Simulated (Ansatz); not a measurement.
**Li(110) film, 1 layer, flat: channels in plane against thickness**

Wanted: in-plane conductance by layer count, from Li(110) film, 1 layer, flat.

Program: Ansatz 0.2.0. Level of theory: Ansatz plane-wave DFT, PBE, PAW files; ballistic transport by layer matching (Landauer), zero bias. Results are calculated unless marked as measured.

Most raw output is cut from this account.

## Step 1: The starting structure

The cell holds 2 atoms: 2 Li. Its edges and angles: a = 11.000 Å, b = 3.510 Å, c = 4.964 Å, α = 90.0°, β = 90.0°, γ = 90.0°. It derives from Li. Vacuum lies along a. The structure's axis is c.

## Step 2: With 1 layer

Vacuum lies along the first vector, which takes one k-point, and the current runs in the film's plane. One period is a perfect wire, so its channels are the result. Energies from -0.27 to 0.27 eV in steps of 0.036 eV cover the slope of the Fermi function at 300 K, so the program can form a conductance.

The input, input.yaml:

```yaml
crystal:
  lattice:
    - [11.0, 0.0, 0.0]
    - [0.0, 3.51, 0.0]
    - [0.0, 0.0, 4.9638896039]
  atoms:
    - { symbol: Li, position: [0.4090909091, 0.0, 0.0] }
    - { symbol: Li, position: [0.4090909091, 0.5, 0.5] }
kpoints:
  mp_grid: { grid: [1, 12, 9] }
hamiltonian:
  xc: pbe
scf:
  occupations: { method: fermi_dirac, width: 0.1 }
output:
  transmission:
    leads: [[0, 0]]
    kmesh: [1, 36]
    e_range: [-0.27, 0.27]
    de: 0.036
```

The run is started by

```sh
> ansatz run input.yaml --threads 4 --pin off --max-ram 8192MiB --backend cpu --events-out ev --progress --plain --runs-dir out
```

Elapsed: 2 min, on 4 threads of Intel Xeon Platinum 8488C (Sapphire Rapids), shared host; peak memory 1.3 GiB; 7.4 min of CPU time.

Numbers from this step:

```
free energy                                : -408.3417 eV
energy at zero smearing                    : -408.3242 eV
Fermi energy                               : -2.184 eV
cell area                                  : 38.61 Å²
estimated errors of the lead's conductance : 0, 7.2, 0.1 % (band edges, k-mesh, distance from neutral)
lead conductance per cell                  : 0.9252 G₀
```

Per spin. Table of open channels, zone mean, lead by energy, zero at the Fermi level:

```
energy (eV)  open channels, zone mean, lead
     -0.270                           0.861
     -0.234                           0.861
     -0.198                           0.861
     -0.162                           0.917
     -0.126                           0.917
     -0.090                           0.917
     -0.054                           0.917
     -0.018                           0.917
      0.018                           0.917
      0.054                           0.972
      0.090                           0.972
      0.126                           0.972
      0.162                           0.972
      0.198                           0.972
      0.234                           0.972
      0.270                           0.972
```

The program's largest error estimate for it is 7.2 %, from the k-mesh.

## Step 3: With 2 layers, thickness 4.964 A

The film grows to 2 layers.

System of this step: Li(110) film, 2 layers, flat. The cell holds 4 atoms: 4 Li. Its edges and angles: a = 13.482 Å, b = 3.510 Å, c = 4.964 Å, α = 90.0°, β = 90.0°, γ = 90.0°. It derives from Li. Vacuum lies along a. The structure's axis is c.

input.yaml, the sections that differ from step 2:

```yaml
crystal:
  lattice:
    - [13.481944802, 0.0, 0.0]
    - [0.0, 3.51, 0.0]
    - [0.0, 0.0, 4.9638896039]
  atoms:
    - { symbol: Li, position: [0.3337797377, 0.0, 0.0] }
    - { symbol: Li, position: [0.3337797377, 0.5, 0.5] }
    - { symbol: Li, position: [0.5178737122, 0.5, 0.0] }
    - { symbol: Li, position: [0.5178737122, 0.0, 0.5] }
# kpoints, hamiltonian, scf, output: as in step 2
```

Run time: 3.7 min. Hardware: 4 threads; peak memory 1.9 GiB.

This step gave:

| Item | Value |
| --- | --- |
| free energy | -817.7031 eV |
| energy at zero smearing | -817.6671 eV |
| Fermi energy | -1.611 eV |
| cell area | 47.32 Å² |
| estimated errors of the lead's conductance | 0, 7, 0 % (band edges, k-mesh, distance from neutral) |
| lead conductance per cell | 1.829 G₀ |

Per spin. The open channels, zone mean, lead by energy, zero at the Fermi level:

```csv
energy (eV),"open channels, zone mean, lead"
-0.270,1.67
-0.234,1.67
-0.198,1.72
-0.162,1.72
-0.126,1.72
-0.090,1.78
-0.054,1.83
-0.018,1.83
0.018,1.83
0.054,1.83
0.090,1.83
0.126,1.89
0.162,1.89
0.198,1.89
0.234,1.94
0.270,1.94
```

The lead conductance per cell is 1.83 G₀, 2.0 times the 0.925 G₀ of the last finished run.

## Step 4: With 3 layers, thickness 7.446 A

The film grows to 3 layers.

System of this step: Li(110) film, 3 layers, flat. The cell holds 6 atoms: 6 Li. Cell: a = 15.964 Å, b = 3.510 Å, c = 4.964 Å, α = 90.0°, β = 90.0°, γ = 90.0°. It derives from Li. Vacuum lies along a. The structure's axis is c.

input.yaml, the sections that differ from step 3:

```yaml
crystal:
  lattice:
    - [15.9638896039, 0.0, 0.0]
    - [0.0, 3.51, 0.0]
    - [0.0, 0.0, 4.9638896039]
  atoms:
    - { symbol: Li, position: [0.2818861889, 0.0, 0.0] }
    - { symbol: Li, position: [0.2818861889, 0.5, 0.5] }
    - { symbol: Li, position: [0.4373586247, 0.5, 0.0] }
    - { symbol: Li, position: [0.4373586247, 0.0, 0.5] }
    - { symbol: Li, position: [0.5928310605, 0.0, 0.0] }
    - { symbol: Li, position: [0.5928310605, 0.5, 0.5] }
# kpoints, hamiltonian, scf, output: as in step 3
```

The job ended after 6.8 min (4 threads; peak memory 2.5 GiB).

Numbers from this step:

```
free energy                                : -1227.0952 eV
energy at zero smearing                    : -1227.0401 eV
Fermi energy                               : -1.212 eV
cell area                                  : 56.03 Å²
estimated errors of the lead's conductance : 0, 4.5, 0 % (band edges, k-mesh, distance from neutral)
lead conductance per cell                  : 2.667 G₀
```

Per spin. Table of open channels, zone mean, lead by energy, zero at the Fermi level:

```csv
energy (eV),"open channels, zone mean, lead"
-0.270,2.47
-0.234,2.47
-0.198,2.47
-0.162,2.58
-0.126,2.58
-0.090,2.58
-0.054,2.58
-0.018,2.69
0.018,2.69
0.054,2.69
0.090,2.64
0.126,2.64
0.162,2.53
0.198,2.69
0.234,2.69
0.270,2.86
```

The lead conductance per cell is 2.67 G₀, 46 % over the 1.83 G₀ of the last finished run.

## Step 5: With 4 layers, thickness 9.928 A

The film grows to 4 layers.

System of this step: Li(110) film, 4 layers, flat. The cell holds 8 atoms: 8 Li. Cell: a = 18.446 Å, b = 3.510 Å, c = 4.964 Å, α = 90.0°, β = 90.0°, γ = 90.0°. It derives from Li. Vacuum lies along a. The structure's axis is c.

input.yaml, the sections that differ from step 4:

```yaml
crystal:
  lattice:
    - [18.4458344059, 0.0, 0.0]
    - [0.0, 3.51, 0.0]
    - [0.0, 0.0, 4.9638896039]
  atoms:
    - { symbol: Li, position: [0.2439575191, 0.0, 0.0] }
    - { symbol: Li, position: [0.2439575191, 0.5, 0.5] }
    - { symbol: Li, position: [0.3785106517, 0.5, 0.0] }
    - { symbol: Li, position: [0.3785106517, 0.0, 0.5] }
    - { symbol: Li, position: [0.5130637842, 0.0, 0.0] }
    - { symbol: Li, position: [0.5130637842, 0.5, 0.5] }
    - { symbol: Li, position: [0.6476169168, 0.5, 0.0] }
    - { symbol: Li, position: [0.6476169168, 0.0, 0.5] }
# kpoints, hamiltonian, scf, output: as in step 4
```

Run time: 9.9 min. Hardware: 4 threads; peak memory 3.3 GiB.

Numbers from this step:

- free energy: -1636.4817 eV
- energy at zero smearing: -1636.4113 eV
- Fermi energy: -0.9117 eV
- cell area: 64.74 Å²
- estimated errors of the lead's conductance: 0, 6, 0.1 % (band edges, k-mesh, distance from neutral)
- lead conductance per cell: 3.536 G₀

Per spin. Table of open channels, zone mean, lead by energy, zero at the Fermi level:

```
energy (eV)  open channels, zone mean, lead
     -0.270                            3.22
     -0.234                            3.22
     -0.198                            3.28
     -0.162                            3.28
     -0.126                            3.33
     -0.090                             3.5
     -0.054                             3.5
     -0.018                            3.56
      0.018                            3.56
      0.054                            3.56
      0.090                            3.56
      0.126                            3.72
      0.162                            3.61
      0.198                             3.5
      0.234                            3.39
      0.270                            3.61
```

The lead conductance per cell is 3.54 G₀, 33 % over the 2.67 G₀ of the last finished run.

## Step 6: With 5 layers, thickness 12.41 A

The film grows to 5 layers.

System of this step: Li(110) film, 5 layers, flat. The cell holds 10 atoms: 10 Li. Its edges and angles: a = 20.928 Å, b = 3.510 Å, c = 4.964 Å, α = 90.0°, β = 90.0°, γ = 90.0°. It derives from Li. Vacuum lies along a. The structure's axis is c.

input.yaml, the sections that differ from step 5:

```yaml
crystal:
  lattice:
    - [20.9277792079, 0.0, 0.0]
    - [0.0, 3.51, 0.0]
    - [0.0, 0.0, 4.9638896039]
  atoms:
    - { symbol: Li, position: [0.2150252043, 0.0, 0.0] }
    - { symbol: Li, position: [0.2150252043, 0.5, 0.5] }
    - { symbol: Li, position: [0.3336209128, 0.5, 0.0] }
    - { symbol: Li, position: [0.3336209128, 0.0, 0.5] }
    - { symbol: Li, position: [0.4522166213, 0.0, 0.0] }
    - { symbol: Li, position: [0.4522166213, 0.5, 0.5] }
    - { symbol: Li, position: [0.5708123297, 0.5, 0.0] }
    - { symbol: Li, position: [0.5708123297, 0.0, 0.5] }
    - { symbol: Li, position: [0.6894080382, 0.0, 0.0] }
    - { symbol: Li, position: [0.6894080382, 0.5, 0.5] }
# kpoints, hamiltonian, scf, output: as in step 5
```

Wall time 16 min (4 threads); peak memory 4.3 GiB.

This step gave:

```
free energy                                : -2045.8657 eV
energy at zero smearing                    : -2045.7779 eV
Fermi energy                               : -0.6985 eV
cell area                                  : 73.46 Å²
estimated errors of the lead's conductance : 0, 2.5, 0 % (band edges, k-mesh, distance from neutral)
lead conductance per cell                  : 4.342 G₀
```

Per spin. Open channels, zone mean, lead against energy, zero at the Fermi level:

```csv
energy (eV),"open channels, zone mean, lead"
-0.270,3.78
-0.234,3.92
-0.198,4.03
-0.162,4.14
-0.126,4.14
-0.090,4.25
-0.054,4.31
-0.018,4.36
0.018,4.36
0.054,4.36
0.090,4.47
0.126,4.42
0.162,4.58
0.198,4.53
0.234,4.42
0.270,4.53
```

The lead conductance per cell is 4.34 G₀, 23 % over the 3.54 G₀ of the last finished run.

## Step 7: Cost and result by level

Times are for 4 threads of Intel Xeon Platinum 8488C (Sapphire Rapids), shared host. The series side by side:

| no. | layers | lead conductance per cell (G₀) | time | memory (GiB) |
| --- | --- | --- | --- | --- |
| 1 | 1 | 0.9252 | 2 min | 1.3 |
| 2 | 2 | 1.829 | 3.7 min | 1.9 |
| 3 | 3 | 2.667 | 6.8 min | 2.5 |
| 4 | 4 | 3.536 | 9.9 min | 3.3 |
| 5 | 5 | 4.342 | 16 min | 4.3 |

The runs together. Table of open channels, zone mean by energy, zero at the Fermi level:

```
energy (eV)      1     2     3     4     5
     -0.270  0.861  1.67  2.47  3.22  3.78
     -0.234  0.861  1.67  2.47  3.22  3.92
     -0.198  0.861  1.72  2.47  3.28  4.03
     -0.162  0.917  1.72  2.58  3.28  4.14
     -0.126  0.917  1.72  2.58  3.33  4.14
     -0.090  0.917  1.78  2.58   3.5  4.25
     -0.054  0.917  1.83  2.58   3.5  4.31
     -0.018  0.917  1.83  2.69  3.56  4.36
      0.018  0.917  1.83  2.69  3.56  4.36
      0.054  0.972  1.83  2.69  3.56  4.36
      0.090  0.972  1.83  2.64  3.56  4.47
      0.126  0.972  1.89  2.64  3.72  4.42
      0.162  0.972  1.89  2.53  3.61  4.58
      0.198  0.972  1.89  2.69   3.5  4.53
      0.234  0.972  1.94  2.69  3.39  4.42
      0.270  0.972  1.94  2.86  3.61  4.53
```

## Step 8: What came out

| Quantity | Value |
| --- | --- |
| conductance per cell, 1 layer | 0.925 G₀ |
| conductance per cell, 2 layers | 1.83 G₀ |
| conductance per cell, 3 layers | 2.67 G₀ |
| conductance per cell, 4 layers | 3.54 G₀ |
| conductance per cell, 5 layers | 4.34 G₀ |

**Reading.** The conductance per cell width goes from 0.925 G0 at 1 to 4.34 G0 at 5 layers. Over the film's own cross-section (layers × spacing × width) the conductance runs from 0.82 to 0.77×10¹⁵ S/m²; that nominal section leaves out the charge that spills into the vacuum, which flatters the thinnest films. The gains from one thickness to the next are 0.90, 0.84, 0.87 and 0.81 G0 per added layer; their spread isn't beyond the error estimates. The film repeats perfectly along the current, so nothing scatters; its faces are clean and not relaxed.

[Logs are printed without paths, hosts, clocks, repeated set-up lines and the standing remarks that a program may print on its own settings, such as how far it seeks lower states.]

[Hosts, paths, dates, database ids (printed as entryN), source tags and the programs' standing remarks are cut or masked in the printed files.]
